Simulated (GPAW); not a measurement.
# Surface energy and work function of V(100) from slabs of 4 to 14 layers (PBE)

How do energy and work function of V(100) films settle with thickness, and what surface energy follows?

Set-up. GPAW 26.7.0, plane waves at 450 eV with PAW setups; symmetric 1×1 slabs cut at the tabulated lattice constant (two decimals; low-temperature values for the alkali metals), atoms at bulk places, 7.5 Å of vacuum on each side, one in-plane mesh for all thicknesses, Fermi-Dirac smearing of 0.1 eV. Energies are extrapolated to zero smearing and count from the program's reference atoms. Functional PBE. The cell's area is 9.120 Å².

Results, with one row withheld:

| layers | energy (eV) | work function (eV) |
| --- | --- | --- |
| 4 | −30.9080 | 3.85 |
| 5 | −39.5110 | 3.84 |
| 6 | −48.0396 | 3.85 |
| 7 | −56.5228 | 3.85 |
| 8 | −65.0373 | 3.85 |
| 9 | −73.5481 | 3.85 |
| 10 | −82.0446 | 3.85 |
| 11 | −90.5476 | 3.85 |
| 12 | −99.0592 | 3.85 |
| 14 | ? | ? |

Q: What surface energy do these runs give, and what energy and work function should the 14-layer slab have?

A: A slab of n layers has E(n) = nε + 2Aγ once its middle is bulk-like. A line through n = 6 to 12 has the slope ε = −8.5041 eV a layer and the intercept 2Aγ = 2.9944 eV (r.m.s. residual 6.4 meV). So γ = 2.9944 / (2 × 9.120 Å²) = 0.1642 eV/Å² = 2.63 J/m², with a standard error of about 0.01 J/m² from the scatter about the line. For 14 layers: 2.9944 + 14 × (−8.5041) = −116.063 eV; the run gives −116.063 eV, 0.7 meV over the line. The work function has no such law: from 6 to 12 layers it stays at 3.85 eV, and the 14-layer slab gives 3.85 eV. The thinnest slab, 4 layers, lies 0.00 eV from that mean.

Caveats: The surfaces are unrelaxed, so γ is an upper bound for this functional and lattice constant. The tabulated lattice constant isn't the functional's own, which strains the slab a little. The runs had no spin polarisation.
